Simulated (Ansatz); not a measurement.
**Te2Mo (P6_3/mmc): the dielectric response by several routes**

How strongly does Te2Mo (P6_3/mmc) screen? Routes: perturbation theory and the RPA step of G0W0.

Program: Ansatz 0.2.0. Level of theory: linear response on PBE, plane waves, PAW. Results are calculated unless marked as measured.

## Step 1: Set-up

The structure is hexagonal, space group P6_3/mmc (No. 194). Conventional cell: a = 3.518 Å, b = 3.518 Å, c = 13.974 Å, α = 90.00°, β = 90.00°, γ = 120.00°. Nearest to Te lie 3 Mo at 2.72 Å. Nearest to Mo lie 6 Te at 2.72 Å. Farther neighbours and most contacts between anions are not listed.

Structure file:

```cif
data_structure
_symmetry_space_group_name_H-M 'P 1'
_symmetry_Int_Tables_number 1
_cell_length_a 3.5182
_cell_length_b 3.5182
_cell_length_c 13.9736
_cell_angle_alpha 90.000
_cell_angle_beta 90.000
_cell_angle_gamma 120.000
_cell_volume 149.79
loop_
_atom_site_label
_atom_site_type_symbol
_atom_site_fract_x
_atom_site_fract_y
_atom_site_fract_z
_atom_site_occupancy
Te1 Te 0.33333 0.66667 0.62100 1
Te2 Te 0.66667 0.33333 0.12100 1
Te3 Te 0.33333 0.66667 0.87900 1
Te4 Te 0.66667 0.33333 0.37900 1
Mo5 Mo 0.33333 0.66667 0.25000 1
Mo6 Mo 0.66667 0.33333 0.75000 1
```

The cell and positions come from the Crystallography Open Database and are kept as given unless a step says otherwise. Spin-orbit coupling is left out unless a step names it. The default PAW set here is soft_2. Its files were made with PBE.

## Step 2: Response to a homogeneous field

The response to a uniform field gives ε∞, a yardstick for the screening that GW builds on its mesh.

This step: dielectric response by perturbation theory, PBE, plane waves, PAW.

Input file input.yaml:

```yaml
crystal:
  lattice:
    - [3.5182, 0.0, 0.0]
    - [-1.7591, 3.0468505756, 0.0]
    - [0.0, 0.0, 13.9736]
  atoms:
    - { symbol: Te, position: [0.3333333333, 0.6666666667, 0.621] }
    - { symbol: Te, position: [0.6666666667, 0.3333333333, 0.121] }
    - { symbol: Te, position: [0.3333333333, 0.6666666667, 0.879] }
    - { symbol: Te, position: [0.6666666667, 0.3333333333, 0.379] }
    - { symbol: Mo, position: [0.3333333333, 0.6666666667, 0.25] }
    - { symbol: Mo, position: [0.6666666667, 0.3333333333, 0.75] }
kpoints:
  mp_grid: { grid: [9, 9, 2] }
hamiltonian:
  xc: pbe
scf:
  occupations: { method: fixed }
dielectric: {}
```

The run is started by

```sh
$ ansatz run input.yaml --threads 3 --pin off --max-ram 64512MiB --backend cuda --events-out ev --progress --plain --runs-dir out --devices 1 --max-vram 24GiB  # rebuilt from the run's record
```

Numbers of over 12 decimals in the logs are rounded to 6 here.

The program printed:

```text
GPUs: using 1 of 1 available (devices: 1).
Engine: ansatz 0.2.0, x86_64-unknown-linux-gnu
Pseudopotentials: kind: paw
Pseudopotential: Te, paw, valence charge 16, recommended cutoff 420 eV (normal), Te.paw.azcp
Pseudopotential: Mo, paw, valence charge 14, recommended cutoff 420 eV (normal), Mo.paw.azcp
Functional definition: PBE
  parameter kappa = 0.804
  parameter beta = 0.066725
  exchange = pbe_x(kappa = kappa, mu = beta*pi^2/3)
  correlation = pbe_c(beta = beta)
device memory: the entry about to start is reckoned to put 4.7 GiB on a device that reports 69.5 GiB free (of which the cap on the GPU budget leaves the run 24.0 GiB)
GPU FFT provider: cuFFT
GPU libraries: cuBLAS 13.8.1, cuFFT 12.4.0, cuSOLVER 12.3.2
Crystal: 6 atoms, lattice volume = 149.789 Å³
Basis set: ecut = 420 eV, 2909 PW (Γ), exchange–correlation on 48×48×192 points (8 copies of the dense FFT grid, shifted against one another)
Bands: 56, of which v1, the nominal top of the filled ones, is band 46 counted from 1 (45 counted from 0)
Symmetry: 24 space group operations
k-points: 50 of 162 (irreducible under 2 space group operations, time reversal used)
Non-local potential: Te, projectors of the file, l = 0: 2, l = 1: 2, l = 2: 2, l = 3: 2
Non-local potential: Mo, projectors of the file, l = 0: 3, l = 1: 2, l = 2: 2, l = 3: 1
PAW form: soft (Blöchl's): semilocal exchange-correlation on the pseudo side does not see the compensation charge
PAW one-centre angular grid: Te, 590 points (default); XC on 64 Gauss nodes
PAW one-centre angular grid: Mo, 590 points (default); XC on 64 Gauss nodes
Initial density: superposition of atomic densities (neutral atoms: chi_scale 0, normalization atom), corrected by the library's trained network
Initial wavefunctions: pseudopotential atomic-orbital guess
GPU buffer pool allocated for 55296 grid points (all kernels)
GPU transforms: local potential and band sums: pruned to the plane-wave sphere, on 24×24×96
Functional: x = pbe(κ = 0.804, μ = 0.219515), c = pbe(β = 0.066725)
SCF iter   1: F=—  HF=-37833.381463 eV  |F-HF|=—  |Δ(HF+E_count)|=         —  Δρ=4.19e-3  dr2=8.75e-3  ethr=1.77e-3  ⟨swp⟩=5.1  Hψ=8782  notcnv=0  defer=347
preconditioner: auto → Resta (q_TF=auto, 2.515 Å⁻¹)  ε∞=6.9  [insulator: Δε(μ)=0.789 eV  Ē_g=7.483 eV  n_scr=52 (ndim 8)  ℏωp=18.2 eV  f_vac=0.021  ε∞_Penn≈6.9]
SCF iter   2: F=—  HF=-37833.389534 eV  |F-HF|=—  |Δ(HF+E_count)|=   8.07e-3  Δρ=2.47e-3  dr2=3.01e-3  ethr=9.51e-6  ⟨swp⟩=2.5  Hψ=4285  notcnv=0  defer=398
SCF iter   3: F=—  HF=-37833.393961 eV  |F-HF|=—  |Δ(HF+E_count)|=   4.43e-3  Δρ=1.00e-3  dr2=2.73e-3  ethr=3.28e-6  ⟨swp⟩=2.0  Hψ=3578  notcnv=0  defer=398
SCF iter   4: F=—  HF=-37833.394395 eV  |F-HF|=—  |Δ(HF+E_count)|=   4.35e-4  Δρ=1.24e-4  dr2=1.88e-5  ethr=2.97e-6  ⟨swp⟩=2.0  Hψ=3244  notcnv=0  defer=398
SCF iter   5: F=—  HF=-37833.393811 eV  |F-HF|=—  |Δ(HF+E_count)|=   5.85e-4  Δρ=5.03e-5  dr2=4.26e-6  ethr=2.04e-8  ⟨swp⟩=2.1  Hψ=3721  notcnv=0  defer=290
SCF iter   6: F=—  HF=-37833.394403 eV  |F-HF|=—  |Δ(HF+E_count)|=   5.93e-4  Δρ=1.27e-5  dr2=2.90e-7  ethr=4.63e-9  ⟨swp⟩=2.0  Hψ=3591  notcnv=0  defer=212
SCF iter   7: F=—  HF=-37833.394404 eV  |F-HF|=—  |Δ(HF+E_count)|=   3.69e-7  Δρ=4.02e-6  dr2=3.08e-8  ethr=3.15e-10  ⟨swp⟩=2.0  Hψ=3562  notcnv=0  defer=205
SCF iter   8: F=—  HF=-37833.394404 eV  |F-HF|=—  |Δ(HF+E_count)|=   2.34e-8  Δρ=9.75e-7  dr2=3.30e-9  ethr=3.35e-11  ⟨swp⟩=2.1  Hψ=3660  notcnv=0  defer=205
SCF iter   9: F=—  HF=-37833.394404 eV  |F-HF|=—  |Δ(HF+E_count)|=  7.57e-10  Δρ=3.29e-7  dr2=4.65e-10  ethr=3.59e-12  ⟨swp⟩=2.0  Hψ=3387  notcnv=0  defer=205
SCF iter  10: F=-37833.394404 eV  HF=-37833.394404 eV  |F-HF|=7.28e-12  |Δ(HF+E_count)|=  5.09e-11  Δρ=7.83e-8  dr2=1.13e-11  ethr=1.00e-12  ⟨swp⟩=11.2  Hψ=10718  notcnv=0
SCF 1 converged in 10 iterations: F = -37833.394404 eV  dr2 = 1.13e-11
  greatest PAW one-centre occupation: 0.998 electrons in one spin orbital (limit 2), on the Mo atom at site 4 (counted from 0), in its partial waves of l = 0
the response reads at least the filled bands of the reference SCF and the lowest empty band at each k-point, and that SCF's band table does not vouch for those bands. The notice of the band table in this run's record says why
device memory: the entry about to start is reckoned to put 0.8 GiB on a device that reports 66.9 GiB free (of which the cap on the GPU budget leaves the run 23.9 GiB)
NSCF: frozen V_eff on 1 k-points
device memory: the entry about to start is reckoned to put 0.8 GiB on a device that reports 66.9 GiB free (of which the cap on the GPU budget leaves the run 23.9 GiB)
NSCF: frozen V_eff on 1 k-points
device memory: the entry about to start is reckoned to put 0.8 GiB on a device that reports 66.9 GiB free (of which the cap on the GPU budget leaves the run 23.9 GiB)
NSCF: frozen V_eff on 1 k-points
device memory: the entry about to start is reckoned to put 0.8 GiB on a device that reports 67.0 GiB free (of which the cap on the GPU budget leaves the run 23.9 GiB)
NSCF: frozen V_eff on 1 k-points
device memory: the entry about to start is reckoned to put 0.1 GiB (of the 0.3 GiB reckoned in all, the device holds 0.2 GiB already) on a device that reports 66.9 GiB free (of which the cap on the GPU budget leaves the run 23.9 GiB)
device memory: the entry about to start is reckoned to put 2.5 GiB (of the 2.7 GiB reckoned in all, the device holds 0.2 GiB already) on a device that reports 67.0 GiB free (of which the cap on the GPU budget leaves the run 23.9 GiB)
DFPT response loops at Γ: preconditioner auto → Resta (q_TF=auto, 2.515 Å⁻¹)  ε∞=8.8 (no band partly filled); β = 1.00, the filter's whole step (`scf.mixing.beta` (0.50) is not read by the response loops at its default; to damp them type it under 1.00, their step now; it binds the ground state too); Broyden in place of MSR1
── the response to a field inside a basis, on 14×14×4 k-points: an SCF that follows is theirs, and a resumed run solves both again ──
device memory: the entry about to start is reckoned to put 0.8 GiB on a device that reports 62.7 GiB free (of which the cap on the GPU budget leaves the run 23.9 GiB)
GPU FFT provider: cuFFT
GPU libraries: cuBLAS 13.8.1, cuFFT 12.4.0, cuSOLVER 12.3.2
Bands: 47, of which v1, the nominal top of the filled ones, is band 46 counted from 1 (45 counted from 0)
k-points: 112 of 784 (irreducible under 8 space group operations)
Initial density: handed on by an earlier stage of this run
Initial wavefunctions: pseudopotential atomic-orbital guess (no wavefunctions were taken with the density)
GPU buffer pool allocated for 55296 grid points (all kernels)
GPU transforms: band sums: pruned to the plane-wave sphere, on 24×24×96
Eigensolver: Dense (112 Hₖ)
SCF iter   1: F=—  HF=-37833.131328 eV  |F-HF|=—  |Δ(HF+E_count)|=         —  Δρ=3.33e-4  dr2=9.00e-5  ethr=1.00e-1
preconditioner: auto → Resta (q_TF=auto, 2.515 Å⁻¹)  ε∞=10.8  [insulator: Δε(μ)=0.760 eV  Ē_g=5.818 eV  n_scr=52 (ndim 8)  ℏωp=18.2 eV  f_vac=0.019  ε∞_Penn≈10.8]
SCF iter   2: F=—  HF=-37833.131356 eV  |F-HF|=—  |Δ(HF+E_count)|=   2.83e-5  Δρ=1.89e-4  dr2=3.55e-5  ethr=9.78e-8
SCF iter   3: F=—  HF=-37833.131375 eV  |F-HF|=—  |Δ(HF+E_count)|=   1.87e-5  Δρ=4.84e-5  dr2=4.44e-6  ethr=3.86e-8
SCF iter   4: F=—  HF=-37833.131376 eV  |F-HF|=—  |Δ(HF+E_count)|=   9.51e-7  Δρ=3.25e-5  dr2=4.92e-6  ethr=4.83e-9
SCF iter   5: F=-37833.131375 eV  HF=-37833.131375 eV  |F-HF|=1.05e-7  |Δ(HF+E_count)|=   5.31e-7  Δρ=8.09e-6  dr2=9.81e-8  ethr=4.83e-9
SCF 1 converged in 5 iterations: F = -37833.131375 eV  dr2 = 9.81e-8
device memory: the entry about to start is reckoned to put 0.1 GiB (of the 0.5 GiB reckoned in all, the device holds 0.4 GiB already) on a device that reports 62.3 GiB free (of which the cap on the GPU budget leaves the run 23.4 GiB)
device memory: the entry about to start is reckoned to put 4.5 GiB on a device that reports 62.6 GiB free (of which the cap on the GPU budget leaves the run 23.7 GiB)
DFPT response loops at Γ: preconditioner auto → Resta (q_TF=auto, 2.515 Å⁻¹)  ε∞=8.9 (no band partly filled); β = 1.00, the filter's whole step (`scf.mixing.beta` (0.50) is not read by the response loops at its default; to damp them type it under 1.00, their step now; it binds the ground state too); Broyden in place of MSR1
SCF converged after 10 iterations
Free energy (F): -37833.394404 eV
Harris-Foulkes:  -37833.394404 eV  (|F-HF|=7.28e-12)
Internal energy: -37833.394404 eV  (E = F + TS)
E sigma→0 (E₀):  -37833.394404 eV
Fermi energy:    12.477942 eV
--- Per-component energies (eV) ---
  E_band       = -1144.063277
  E_kinetic    = 1609.781139
  E_local      = -7394.326956  (includes V_loc(G=0)·N_el)
  E_nonlocal   = -952.598755
  E_hartree    = 4140.466840
  E_xc         = -866.129685
  E_vxc        = -877.432943  (∫ρ·V_xc dr)
  E_paw        = -25053.964771  (= ΣΔE_a)
  E_vpaw       = -1810.418956  (= ΣTr[D̂ρ^β])
  E_aug_tail   = -0.000600  (compensation charges beyond the density's cutoff)
  E_ewald      = -9316.621616
  E_smearing   = -0.000000  (= −TS)
  E_closure    = 0.000000  (closes the sum)
  Σ components = -37833.394404   (vs F -37833.394404, Δ=0.00e0)
--- Band table (eV; the first three rows and the last of 50) ---
  k-point 0: bands = [... 42 lower, 11.4638, 11.4638, 12.1534, 12.4779, 15.3792, 15.3792, 15.5120, 15.5120, ... 6 higher]
  k-point 1: bands = [... 42 lower, 11.4462, 11.4462, 12.3964, 12.3964, 15.4169, 15.4169, 15.4169, 15.4169, ... 6 higher]
  k-point 2: bands = [... 42 lower, 11.4066, 11.4702, 12.2915, 12.3664, 14.8753, 14.8907, 14.9104, 15.0075, ... 6 higher]
  k-point 49: bands = [... 42 lower, 11.0238, 11.0238, 11.8892, 11.8892, 13.5858, 13.5858, 14.0645, 14.0645, ... 6 higher]
--- Dielectric response (ions clamped): 3 representative field directions + reference, inside a basis on a mesh of 784 k-points (Σ response iterations 15) ---
  ε∞ (high-frequency dielectric tensor):
       20.016677     0.000000     0.000000
        0.000000    20.016677     0.000000
        0.000000     0.000000    10.809610
  Born effective charges Z* (e; rows j = field, columns β = displacement):
    site 0:
         1.61587    0.00000    0.00000
         0.00000    1.61587   -0.00000
        -0.00000   -0.00000    0.84978
    site 1:
         1.61587    0.00000   -0.00000
         0.00000    1.61587    0.00000
         0.00000    0.00000    0.84978
    site 2:
         1.61587    0.00000    0.00000
         0.00000    1.61587    0.00000
         0.00000    0.00000    0.84978
    site 3:
         1.61587    0.00000   -0.00000
         0.00000    1.61587   -0.00000
        -0.00000   -0.00000    0.84978
    site 4:
        -3.23175   -0.00000    0.00000
         0.00000   -3.23175   -0.00000
         0.00000    0.00000   -1.69956
    site 5:
        -3.23175   -0.00000    0.00000
         0.00000   -3.23175   -0.00000
         0.00000    0.00000   -1.69956
  Z* charge neutrality: 1.283e-2 e pre-enforcement
  solved inside a basis spanned on kpoints, on 14×14×4 k-points, its susceptibility summed on 16×16×4: ε∞ is read to err by 9.2e-2, Z* by 2.3e-2 e (field_mesh: kpoints solves on kpoints); Z* is corrected for what the basis lacks
```

Wall time 57 s (1 × NVIDIA H100 80GB HBM3 (shared by 3 runs) with 3 threads of AMD EPYC 7R13 (Zen 3), shared host); peak memory 4.6 GiB.

The column dr2 measures how far the density is from self-consistency, as an energy; F and HF (Harris–Foulkes) agree once it is small.

This step gave:

```
stated error of ε∞ : 0.092
```

One over ε∞ averages 0.06, well under the quarter of exact exchange in PBE0, which by this rule of thumb may open the gap too far.

High-frequency dielectric tensor:

```
20.02  0.00  0.00
 0.00 20.02  0.00
 0.00  0.00 10.81
```

Born effective charge (e), principal values of the symmetric part by kind of site:

```csv
atom,atoms with these values,low,middle,high,mean
Te1,4,0.85,1.62,1.62,1.36
Mo5,2,-3.23,-3.23,-1.70,-2.72
```

In full for Mo5:

```
-3.23  0.00  0.00
 0.00 -3.23  0.00
 0.00  0.00 -1.70
```

## Step 3: RPA screening from the G0W0 run

Now the one-shot GW correction: screening in the RPA, then the self-energy of the levels asked for.

This step: G0W0 on PBE, plane waves, PAW.

input.yaml, as its differences from that of step 2:

```diff
@@ -13,3 +13,3 @@
 kpoints:
-  mp_grid: { grid: [9, 9, 2] }
+  mp_grid: { grid: [6, 6, 2] }
 hamiltonian:
@@ -18,2 +18,7 @@
   occupations: { method: fixed }
-dielectric: {}
+gw:
+  n_empty_bands: 962
+  ecut_chi: 200.0
+  qp_bands: [v2, c2]
+  qp_kpoints: band_edges
+  screening: { model: contour_deformation }
```

The program printed:

```text
GPUs: using 1 of 1 available (devices: 1).
[...]
GPU FFT provider: cuFFT
GPU libraries: cuBLAS 13.8.1, cuFFT 12.4.0, cuSOLVER 12.3.2
Crystal: 6 atoms, lattice volume = 149.789 Å³
Basis set: ecut = 420 eV, 2909 PW (Γ)
Bands: 56, of which v1, the nominal top of the filled ones, is band 46 counted from 1 (45 counted from 0)
[... 1 set-up line as in the run before ...]
[...]
k-points: 14 of 72
[...]
1    48     15.4167   -12.5953    -4.2582   -16.8153  0.7259    15.3785    15.3785  root
[...]
13    45     12.2673   -18.0639     0.1234   -17.8507  0.7139    12.1775    12.1776  root
    13    46     12.2673   -18.0639     0.1234   -17.8507  0.7139    12.1775    12.1776  root
    13    47     13.4563   -15.3359    -4.1139   -19.6408  0.7041    13.6480    13.6472  root
    13    48     13.4563   -15.3359    -4.1139   -19.6408  0.7041    13.6480    13.6472  root
[key lines of the parts left out:]
SCF converged after 7 iterations
Free energy (F): -37833.393800 eV
Fermi energy:    12.476785 eV
```

Wall time 64 s (1 × NVIDIA H100 80GB HBM3 (shared by 3 runs) with 3 threads); peak memory 4.2 GiB.

Numbers from this step:

| Property | Result |
| --- | --- |
| bands summed | 1008 |
| RPA ε∞ on this mesh (eigenvalues) | 10.65, 19.52, 19.52 |
| plane waves in the screening matrix | 939 |
| G0W0 gap on the mesh | 1.016 eV |
| k of the valence top | 0, 0, 0 |
| k of the conduction bottom | 0.1667, 0.1667, 0 |
| starting gap on the mesh | 0.8260 eV |
| least direct G0W0 gap on the computed points | 1.306 eV |

The gap on the mesh goes from 0.83 eV to 1.02 eV, a correction of +0.19 eV. Between the two edge states, bare exchange in place of the xc potential would open the gap by 4.04 eV, and correlation takes back 3.85 eV.

Mean over the mesh in bins of 0.25 1/Å. Table of static inverse dielectric function, diagonal by length of q+G:

```csv
length of q+G (Å⁻¹),"static inverse dielectric function, diagonal"
0.31,0.0875
0.51,0.119
0.73,0.172
0.99,0.250
1.26,0.336
1.50,0.413
1.76,0.489
2.01,0.558
2.25,0.617
2.50,0.668
2.75,0.714
3.01,0.755
3.25,0.790
3.50,0.822
3.75,0.850
4.00,0.875
4.25,0.896
4.50,0.913
4.75,0.927
5.00,0.938
5.25,0.947
5.50,0.955
5.75,0.962
6.00,0.968
6.26,0.973
6.51,0.977
6.75,0.981
7.00,0.984
7.19,0.986
```

## Step 4: The values together

Times are wall times on 1 × NVIDIA H100 80GB HBM3 (shared by 3 runs) with 3 threads of AMD EPYC 7R13 (Zen 3), shared host, good to a factor of about two.

```csv
method,mesh,"ε∞, low",middle,high,mean,time
perturbation theory (local fields and xc kernel),9×9×2 (response on 784 points),10.81,20.02,20.02,16.95,57 s
"RPA with local fields, on the GW mesh",6×6×2,10.65,19.52,19.52,16.56,64 s
```

## Step 5: Results

```
perturbation theory (local fields and xc kernel) : 10.81, 20.02, 20.02
RPA with local fields, on the GW mesh            : 10.65, 19.52, 19.52
```

In words: Mean Born effective charge: Te1 1.36, Mo5 -2.72 e. The RPA values on the 6×6×2 mesh average 0.98 times those of perturbation theory (means 16.56 and 16.95, which can hide unlike anisotropies). Without the xc kernel RPA should lie a little lower, and the mean does, by little. Ions are clamped, so the lattice part of the static constant is not in these numbers.

[Paths, hosts, dates, memory and timing lines, banners, echoed tables and standing remarks are left out of the program output.]

[Logs are printed without paths, hosts, clocks, repeated set-up lines and the standing remarks that a program may print on its own settings, such as how far it seeks lower states.]

[Runs of the session that timed out or met a known fault of the program may be left out.]

[Cells called generated may have been cut or substituted from an entry of the Crystallography Open Database or the Materials Project.]

[Hosts, paths, dates, database ids (printed as entryN), source tags and the programs' standing remarks are cut or masked in the printed files.]
